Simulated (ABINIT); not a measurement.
**Ba2C (Fm-3m): phonons by linear response**

How does Ba2C (Fm-3m) vibrate, and is this structure a minimum?

Program: ABINIT 10.8.3. Level of theory: DFT PBE, scalar-relativistic, plane waves, PseudoDojo stringent norm-conserving pseudopotentials. Results are calculated unless marked as measured.

This is a report of a sequence of runs, with most program output left out.

The structure was built from a prototype and need not be the compound's stable phase.

In doubt: a PseudoDojo file used here is known to give poor structures and forces, so the values of those runs are not to be relied on.

### 1. Set-up

It takes space group Fm-3m (No. 225, cubic). The conventional cell has a = 7.825 Å, b = 7.825 Å, c = 7.825 Å, α = 90.00°, β = 90.00°, γ = 90.00°. Ba has 4 C at 3.39 Å nearest. Nearest to C lie 8 Ba at 3.39 Å. Farther neighbours are not listed.

### 2. A probe with smearing

A first run with smearing and empty bands tells whether the crystal has a gap, which decides between fixed occupations and smearing later on.

File probe.abi:

```
# ground state
tolvrs 1.0d-08
prtden 1
prtwf 1

# basis, mesh and filling
ecut 37.0
ngkpt 4 4 4
nshiftk 1
shiftk 0.0 0.0 0.0
istwfk *1
occopt 7
tsmear 0.005
nband 19
nstep 100
diemac 9.0
prtebands 0
prtgsr 0
useylm 1

# cell and atoms
acell 3*1.0 Angstrom
rprim 
    0.0 3.91252 3.91252
    3.91252 0.0 3.91252
    3.91252 3.91252 0.0
ntypat 2
znucl 56 6
natom 3
typat 1 1 2
xred 
    0.25 0.25 0.25
    0.75 0.75 0.75
    0.0 0.0 0.0
pp_dirpath "./pseudo"
pseudos "Ba.upf, C.upf"
```

Run with:

```
$ OMP_NUM_THREADS=1 mpirun -n 4 abinit probe.abi > probe.log
```

It took 23 s on 4 MPI ranks of Arm Neoverse V2, shared host; 92 s of CPU time.

Numbers from this step:

| Quantity | Value |
| --- | --- |
| volume per atom | 39.93 Å³ |
| pressure | -5.359 GPa |
| gap on the k-mesh | 0 eV |

No gap opens on this mesh, so smearing is kept; the printed pressure holds the stress of the finite basis too.

### 3. Rough relaxation

The typed start is rough, so a first relaxation with smearing and loose thresholds takes it towards rest cheaply.

File prerelax.abi:

```
# relaxation
ionmov 2
optcell 2
dilatmx 1.15
chkdilatmx 0
ntime 40
tolmxf 3.0d-04
tolvrs 1.0d-10
prtwf 0
prtden 0
chksymtnons 0

# basis, mesh and filling
ecut 37.0
ecutsm 3.0
ngkpt 4 4 4
nshiftk 1
shiftk 0.0 0.0 0.0
istwfk *1
occopt 7
tsmear 0.005
nband 19
nstep 100
diemac 1000000.0
prtebands 0
prtgsr 0
useylm 1

# cell and atoms
acell 3*1.0 Angstrom
rprim 
    0.0 3.91252 3.91252
    3.91252 0.0 3.91252
    3.91252 3.91252 0.0
ntypat 2
znucl 56 6
natom 3
typat 1 1 2
xred 
    0.25 0.25 0.25
    0.75 0.75 0.75
    0.0 0.0 0.0
pp_dirpath "./pseudo"
pseudos "Ba.upf, C.upf"
```

Run with:

```
$ OMP_NUM_THREADS=1 mpirun -n 4 abinit prerelax.abi > prerelax.log
```

Run time: 3.7 min. Hardware: 4 MPI ranks; 15 min of CPU time.

Step by step:

```csv
step,energy less that of the first step (eV),largest force (eV/Å),volume (Å³)
1,0.0000,0.0000,119.78
2,-0.0635,0.0000,117.85
3,-0.3111,0.0000,72.20
4,-0.6488,0.0000,94.49
5,-0.6939,0.0000,89.18
6,-0.6966,0.0000,87.46
```

```csv
"conventional cell, symmetrised",before,after,change
a (Å),7.825,7.046,-10.0 %
b (Å),7.825,7.046,-10.0 %
c (Å),7.825,7.046,-10.0 %
volume (Å³/atom),39.93,29.15,-27.0 %
```

The relaxed structure:

```cif
data_structure
_symmetry_space_group_name_H-M 'P 1'
_symmetry_Int_Tables_number 1
_cell_length_a 4.9824
_cell_length_b 4.9824
_cell_length_c 4.9824
_cell_angle_alpha 60.000
_cell_angle_beta 60.000
_cell_angle_gamma 60.000
_cell_volume 87.46
loop_
_atom_site_label
_atom_site_type_symbol
_atom_site_fract_x
_atom_site_fract_y
_atom_site_fract_z
_atom_site_occupancy
Ba1 Ba 0.25000 0.25000 0.25000 1
Ba2 Ba 0.75000 0.75000 0.75000 1
C3 C 0.00000 0.00000 0.00000 1
```

Numbers from this step:

* volume per atom: 29.15 Å³
* pressure: 0.05544 GPa

The volume changes by -27.0 % in this run and stands -27.0 % from the first cell.

### 4. Rough relaxation

The cell changed much, so the rough relaxation is repeated on a basis made for the new cell.

Edit prerelax.abi of step 3 so:

```diff
@@ -31,5 +31,5 @@
 rprim 
-    0.0 3.91252 3.91252
-    3.91252 0.0 3.91252
-    3.91252 3.91252 0.0
+    0.0 3.523122015 3.523122015
+    3.523122015 0.0 3.523122015
+    3.523122015 3.523122015 0.0
 ntypat 2
```

Wall time 25 s (4 MPI ranks); 98 s of CPU time.

Little changed from the start: no atom moved by 0.005 Å and no cell edge by 0.1 %.

The volume changes by +0.0 % in this run and stands -27.0 % from the first cell.

### 5. Relaxation

The harmonic expansion needs vanishing forces, and a free crystal bears no stress, so cell and atoms are brought to rest. Stress is more sensitive to the basis than forces are: the last 3 Ha under the cutoff are smoothed with ecutsm, and the cutoff is raised above that of the later runs.

File relax.abi:

```
# relaxation
ionmov 2
optcell 2
dilatmx 1.08
ntime 40
tolmxf 1.0d-05
tolvrs 1.0d-14
prtwf 0
prtden 0
chksymtnons 0

# basis, mesh and filling
ecut 46.0
ecutsm 3.0
ngkpt 6 6 6
nshiftk 1
shiftk 0.0 0.0 0.0
istwfk *1
occopt 7
tsmear 0.01
nband 19
nstep 100
diemac 1000000.0
prtebands 0
prtgsr 0
useylm 1

# cell and atoms
acell 3*1.0 Angstrom
rprim 
    0.0 3.523122017 3.523122017
    3.523122017 0.0 3.523122017
    3.523122017 3.523122017 0.0
ntypat 2
znucl 56 6
natom 3
typat 1 1 2
xred 
    0.25 0.25 0.25
    0.75 0.75 0.75
    0.0 0.0 0.0
pp_dirpath "./pseudo"
pseudos "Ba.upf, C.upf"
```

Run with:

```
$ OMP_NUM_THREADS=1 mpirun -n 4 abinit relax.abi > relax.log
```

Run time: 2 min. Hardware: 4 MPI ranks.

Step by step:

```csv
step,energy less that of the first step (eV),largest force (eV/Å),volume (Å³)
1,0.0000,0.0000,87.46
2,0.0000,0.0000,87.43
3,-0.0001,0.0000,87.12
```

```csv
"conventional cell, symmetrised",before,after,change
a (Å),7.046,7.037,-0.1 %
b (Å),7.046,7.037,-0.1 %
c (Å),7.046,7.037,-0.1 %
volume (Å³/atom),29.15,29.04,-0.4 %
```

The relaxed structure:

```cif
data_structure
_symmetry_space_group_name_H-M 'P 1'
_symmetry_Int_Tables_number 1
_cell_length_a 4.9760
_cell_length_b 4.9760
_cell_length_c 4.9760
_cell_angle_alpha 60.000
_cell_angle_beta 60.000
_cell_angle_gamma 60.000
_cell_volume 87.12
loop_
_atom_site_label
_atom_site_type_symbol
_atom_site_fract_x
_atom_site_fract_y
_atom_site_fract_z
_atom_site_occupancy
Ba1 Ba 0.25000 0.25000 0.25000 1
Ba2 Ba 0.75000 0.75000 0.75000 1
C3 C 0.00000 0.00000 0.00000 1
```

Numbers from this step:

```yaml
volume_per_atom: 29.04 Å³
pressure: 6.26e-4 GPa
```

The volume changes by -0.4 % in this run and stands -27.3 % from the first cell.

### 6. Ground state

First-order wavefunctions inherit every error of the ground state, hence the very tight tolvrs. Smearing stays on, as the first look found no gap above 0.3 eV.

File gs.abi:

```
# ground state
tolvrs 1.0d-16
prtden 1
prtwf 1

# basis, mesh and filling
ecut 37.0
ngkpt 6 6 6
nshiftk 1
shiftk 0.0 0.0 0.0
istwfk *1
occopt 7
tsmear 0.01
nband 19
nstep 100
diemac 1000000.0
prtebands 0
prtgsr 0
useylm 1

# cell and atoms
acell 3*1.0 Angstrom
rprim 
    0.0 3.518530503 3.518530503
    3.518530503 0.0 3.518530503
    3.518530503 3.518530503 0.0
ntypat 2
znucl 56 6
natom 3
typat 1 1 2
xred 
    0.25 0.25 0.25
    0.75 0.75 0.75
    0.0 0.0 0.0
pp_dirpath "./pseudo"
pseudos "Ba.upf, C.upf"
```

Run with:

```
$ OMP_NUM_THREADS=1 mpirun -n 4 abinit gs.abi > gs.log
```

Run time: 44 s. Hardware: 4 MPI ranks; 2.9 min of CPU time.

This step gave:

```
pressure : -0.06796 GPa
```

The cell stands at -0.068 GPa, close enough for phonons.

### 7. Zone-centre response

At q = 0 one unit cell holds all displacements. The response is solved for single atoms along the cell's directions, and symmetry skips those that follow from others. The crystal is treated as a metal, which screens a static field, so no field response is asked.

File dfpt_gamma.abi:

```

# common to the responses
getwfk_filepath "gso_WFK"
kptopt 2
nqpt 1
qpt 0.0 0.0 0.0
asr 0
chneut 0

# displacements
rfphon 1
rfatpol 1 3
rfdir 1 1 1
tolvrs 1.0d-10
prtwf 0

# basis, mesh and filling
ecut 37.0
ngkpt 6 6 6
nshiftk 1
shiftk 0.0 0.0 0.0
istwfk *1
occopt 7
tsmear 0.01
nband 19
nstep 100
diemac 1000000.0
prtebands 0
prtgsr 0
useylm 1

# cell and atoms
acell 3*1.0 Angstrom
rprim 
    0.0 3.518530503 3.518530503
    3.518530503 0.0 3.518530503
    3.518530503 3.518530503 0.0
ntypat 2
znucl 56 6
natom 3
typat 1 1 2
xred 
    0.25 0.25 0.25
    0.75 0.75 0.75
    0.0 0.0 0.0
pp_dirpath "./pseudo"
pseudos "Ba.upf, C.upf"
```

Run with:

```
$ OMP_NUM_THREADS=1 mpirun -n 4 abinit dfpt_gamma.abi > dfpt_gamma.log
```

Run time: 3.9 min. Hardware: 4 MPI ranks.

This step gave:

```yaml
largest_acoustic_frequency_at_the_zone_centre_before_the_sum_rule: 2.26 cm⁻¹
highest_optical_zone_centre_mode_no_lo_to_term: 196.7 cm⁻¹
lowest_optical_zone_centre_mode: 72.2 cm⁻¹
```

The acoustic modes at Γ come out as far as 2.3 cm⁻¹ from zero, where they should vanish, a small numerical error.

### 8. Modes with the sum rule

anaddb reads the merged derivatives and imposes the acoustic sum rule.

File anaddb.abi:

```
ddb_filepath "gamma_DDB"
output_file "anaddb.abo"
outdata_prefix "anaddb"
asr 1
chneut 1
enunit 2
eivec 1
nph1l 1
qph1l 0.0 0.0 0.0 1.0
```

File mrgddb.in:

```
gamma_DDB
merged
2
dfpt_gammao_DDB
gso_DDB
```

Run with:

```
$ mrgddb < mrgddb.in > mrgddb.log
$ OMP_NUM_THREADS=1 anaddb anaddb.abi > anaddb.log
```

Wall time 0.51 s (1 thread).

This step gave:

* highest optical zone-centre mode (no LO-TO term): 196.6 cm⁻¹
* lowest optical zone-centre mode: 72.17 cm⁻¹

No LO-TO term; unit eigenvectors of the mass-weighted matrix, from anaddb's displacements. Modes at Γ, with each element's share of the kinetic energy:

```csv
mode,frequency (cm⁻¹),symmetry,Ba %,C %
1,0.0,acoustic,96,4
2,0.0,acoustic,96,4
3,0.0,acoustic,96,4
4,72.2,T2g,100,0
5,72.2,T2g,100,0
6,72.2,T2g,100,0
7,196.6,T1u,4,96
8,196.6,T1u,4,96
9,196.6,T1u,4,96
```

Displacements in mode 4 (72.2 cm⁻¹), the largest set to 1:
```
Ba1  0.00  0.00 -1.00
Ba2  0.00  0.00  1.00
C3   0.00  0.00  0.00
```

Displacements in mode 7 (196.6 cm⁻¹), the largest set to 1:
```
Ba1  0.00  0.00 -0.04
Ba2  0.00  0.00 -0.04
C3   0.00  0.00  1.00
```

The rule moves no optical mode by more than 0.1 cm⁻¹.

### 9. Linear response on the mesh

Linear response treats each wavevector in the unit cell, with no supercell; the 2×2×2 mesh fixes the range of the force constants to be had.

File dfpt_q.abi:

```
ndtset 2

# wavevectors
qpt1 0.5 0.0 0.0
qpt2 0.5 0.5 0.0

# displacements
getwfk_filepath "gso_WFK"
getwfq_filepath "gso_WFK"
kptopt 3
nqpt 1
rfphon 1
rfatpol 1 3
rfdir 1 1 1
tolvrs 1.0d-10
prtwf 0

# basis, mesh and filling
ecut 37.0
ngkpt 6 6 6
nshiftk 1
shiftk 0.0 0.0 0.0
istwfk *1
occopt 7
tsmear 0.01
nband 19
nstep 100
diemac 1000000.0
prtebands 0
prtgsr 0
useylm 1

# cell and atoms
acell 3*1.0 Angstrom
rprim 
    0.0 3.518530503 3.518530503
    3.518530503 0.0 3.518530503
    3.518530503 3.518530503 0.0
ntypat 2
znucl 56 6
natom 3
typat 1 1 2
xred 
    0.25 0.25 0.25
    0.75 0.75 0.75
    0.0 0.0 0.0
pp_dirpath "./pseudo"
pseudos "Ba.upf, C.upf"
```

Run with:

```
$ OMP_NUM_THREADS=1 mpirun -n 4 abinit dfpt_q.abi > dfpt_q.log
```

Elapsed: 35 min, on 4 MPI ranks; 2.4 h of CPU time.

Read from the output:

- lowest mode on the q mesh (acoustic ones at the zone centre apart): -36.86 cm⁻¹

Frequencies (cm⁻¹) before the sum rule at the irreducible wavevectors but Γ, which is solved apart; negative means imaginary. Frequencies by wavevector:

```csv
q (fractions),star,mode 1,mode 2,mode 3,mode 4,mode 5,mode 6,mode 7,mode 8,mode 9
0.5 0 0,4,63.29,63.29,66.18,75.45,75.45,83.31,163.2,163.2,240.3
0.5 0.5 0,3,-36.86,27.48,27.48,61.17,61.17,98.36,98.36,111.5,297.8
```

### 10. Interpolated phonon bands

anaddb transforms the dynamical matrices to force constants and back along the path; points of the mesh come back as solved, but for the sum rule and, in polar crystals, the LO-TO term at Γ; the rest is interpolation.

File anaddb.abi:

```
ddb_filepath "all_DDB"
output_file "anaddb.abo"
outdata_prefix "anaddb"
ifcflag 1
ngqpt 2 2 2
nqshft 1
q1shft 0.0 0.0 0.0
asr 1
chneut 0
dipdip 0
dipquad 0
quadquad 0
enunit 0
eivec 0
nph1l 62
qph1l 
    0.0 0.0 0.0 1.0
    0.05 0.0 0.05 1.0
    0.1 0.0 0.1 1.0
    0.15 0.0 0.15 1.0
    0.2 0.0 0.2 1.0
    0.25 0.0 0.25 1.0
    0.3 0.0 0.3 1.0
    0.35 0.0 0.35 1.0
    0.4 0.0 0.4 1.0
    0.45 0.0 0.45 1.0
    0.5 0.0 0.5 1.0
    0.5125 0.025 0.5125 1.0
    0.525 0.05 0.525 1.0
    0.5375 0.075 0.5375 1.0
    0.55 0.1 0.55 1.0
    0.5625 0.125 0.5625 1.0
    0.575 0.15 0.575 1.0
    0.5875 0.175 0.5875 1.0
    0.6 0.2 0.6 1.0
    0.6125 0.225 0.6125 1.0
    0.625 0.25 0.625 1.0
    0.375 0.375 0.75 1.0
    0.3375 0.3375 0.675 1.0
    0.3 0.3 0.6 1.0
    0.2625 0.2625 0.525 1.0
    0.225 0.225 0.45 1.0
    0.1875 0.1875 0.375 1.0
    0.15 0.15 0.3 1.0
    0.1125 0.1125 0.225 1.0
    0.075 0.075 0.15 1.0
    0.0375 0.0375 0.075 1.0
    0.0 0.0 0.0 1.0
    0.05 0.05 0.05 1.0
    0.1 0.1 0.1 1.0
    0.15 0.15 0.15 1.0
    0.2 0.2 0.2 1.0
    0.25 0.25 0.25 1.0
    0.3 0.3 0.3 1.0
    0.35 0.35 0.35 1.0
    0.4 0.4 0.4 1.0
    0.45 0.45 0.45 1.0
    0.5 0.5 0.5 1.0
    0.5 0.475 0.525 1.0
    0.5 0.45 0.55 1.0
    0.5 0.425 0.575 1.0
    0.5 0.4 0.6 1.0
    0.5 0.375 0.625 1.0
    0.5 0.35 0.65 1.0
    0.5 0.325 0.675 1.0
    0.5 0.3 0.7 1.0
    0.5 0.275 0.725 1.0
    0.5 0.25 0.75 1.0
    0.5 0.225 0.725 1.0
    0.5 0.2 0.7 1.0
    0.5 0.175 0.675 1.0
    0.5 0.15 0.65 1.0
    0.5 0.125 0.625 1.0
    0.5 0.1 0.6 1.0
    0.5 0.075 0.575 1.0
    0.5 0.05 0.55 1.0
    0.5 0.025 0.525 1.0
    0.5 0.0 0.5 1.0
```

File mrgddb.in:

```
all_DDB
merged
3
dfpt_gammao_DDB
dfpt_qo_DS1_DDB
dfpt_qo_DS2_DDB
```

Run with:

```
$ mrgddb < mrgddb.in > mrgddb.log
$ OMP_NUM_THREADS=1 anaddb anaddb.abi > anaddb.log
```

Wall time 0.52 s (1 thread).

Numbers from this step:

```
lowest frequency on the path : -36.90 cm⁻¹
```

Anaddb. Phonon branches along the path, in cm⁻¹:

```csv
point,branch 1,branch 2,branch 3,branch 4,branch 5,branch 6,branch 7,branch 8,branch 9
Γ,0,0,0,72,72,72,197,197,197
halfway,17,17,47,82,82,83,153,153,253
X,-37,27,27,61,61,98,98,112,298
halfway,-34,31,33,72,78,100,108,113,288
U,-22,40,44,84,85,106,113,153,260
jump to K,-22,40,44,84,85,106,113,153,260
halfway,25,63,64,66,68,86,176,178,222
Γ,0,0,0,72,72,72,197,197,197
halfway,46,46,50,73,73,76,181,181,219
L,63,63,66,75,75,83,163,163,240
halfway,37,39,65,73,92,95,135,193,227
W,-10,8,67,67,72,102,108,219,219
halfway,-30,24,44,66,80,100,110,137,277
X,-37,27,27,61,61,98,98,112,298
```

The path dips to 37i cm⁻¹.

### 11. Sums over the zone

Sums over the zone need many more wavevectors than were solved, so the interpolation is sampled on a dense mesh.

File anaddb.abi:

```
ddb_filepath "all_DDB"
output_file "anaddb.abo"
outdata_prefix "anaddb"
ifcflag 1
ngqpt 2 2 2
nqshft 1
q1shft 0.0 0.0 0.0
asr 1
chneut 0
dipdip 0
dipquad 0
quadquad 0
prtdos 2
ng2qpt 11 11 11
dosdeltae 4.5563e-06
ntemper 11
temperinc 100.0
tempermin 0.0
```

Run with:

```
$ OMP_NUM_THREADS=1 anaddb anaddb.abi > anaddb.log
```

The job ended after 0.64 s (1 thread).

Read from the output:

- share of modes beyond 3i cm⁻¹ on the dense interpolated mesh: 0.0184

The phonon density of states has structure finer than the step of the table below, so its rows give means over 10 cm⁻¹, whole bins alone (the curve runs from -66.9 to 327 cm⁻¹). Peaks (cm⁻¹: height): 27.1: 0.0723, 61.1: 0.0804, 77.1: 0.140, 101.1: 0.0744, 177.1: 0.0438, 233.1: 0.0447.

Tetrahedra. Table of phonon density of states by wavenumber; means over each step:

```csv
wavenumber (cm⁻¹),phonon density of states (1/cm⁻¹/cell)
-50,0
-40,5.2e-5
-30,0.00387
-20,0.00552
-10,0.00588
0,0.00607
10,0.00783
20,0.0283
30,0.0640
40,0.0525
50,0.0566
60,0.0663
70,0.0524
80,0.129
90,0.0715
100,0.0484
110,0.0192
120,0.0153
130,0.0150
140,0.0165
150,0.0194
160,0.0233
170,0.0327
180,0.0353
190,0.0184
200,0.00554
210,0.00249
220,0.00902
230,0.0337
240,0.0223
250,0.0116
260,0.00818
270,0.00632
280,0.00427
290,0.00208
300,3.5e-5
310,0
```

### 12. Outcome

| Quantity | Value |
| --- | --- |
| space group after relaxation | Fm-3m |
| volume per atom | 29.0 Å³ |
| highest optical zone-centre mode (no LO-TO term) | 196.6 cm⁻¹ |
| lowest optical zone-centre mode | 72.2 cm⁻¹ |
| q mesh | 2×2×2 |
| lowest mode on the q mesh (acoustic ones at the zone centre apart) | -36.9 cm⁻¹ |
| imaginary modes on the q mesh | yes |

**Reading.** Ba2C (Fm-3m) is unstable: a mode solved on the 2×2×2 mesh is imaginary, 37i cm⁻¹; its spectrum reaches 298 cm⁻¹. At the PBE level the optical modes of Ba2C (Fm-3m) at the zone centre run from 72 to 197 cm⁻¹. The most unstable solved mode lies at q = (0.5, 0.5, 0), on the zone boundary, so the distortion that it points to doubles the cell. These are harmonic frequencies at zero temperature: anharmonic shifts and linewidths and thermal expansion are left out. Spin-orbit coupling is left out, which can matter for the heavy elements here. In a metal the frequencies hang on the k mesh and the smearing, most of all near Kohn anomalies. The structure is a hypothetical one, built on a prototype.

[Host names and launcher messages were left out of these logs when they were recorded.]

[Logs are printed without paths, hosts, clocks, repeated set-up lines and the standing remarks that a program may print on its own settings, such as how far it seeks lower states.]

[Hosts, paths, dates, database ids (printed as entryN), source tags and the programs' standing remarks are cut or masked in the printed files.]
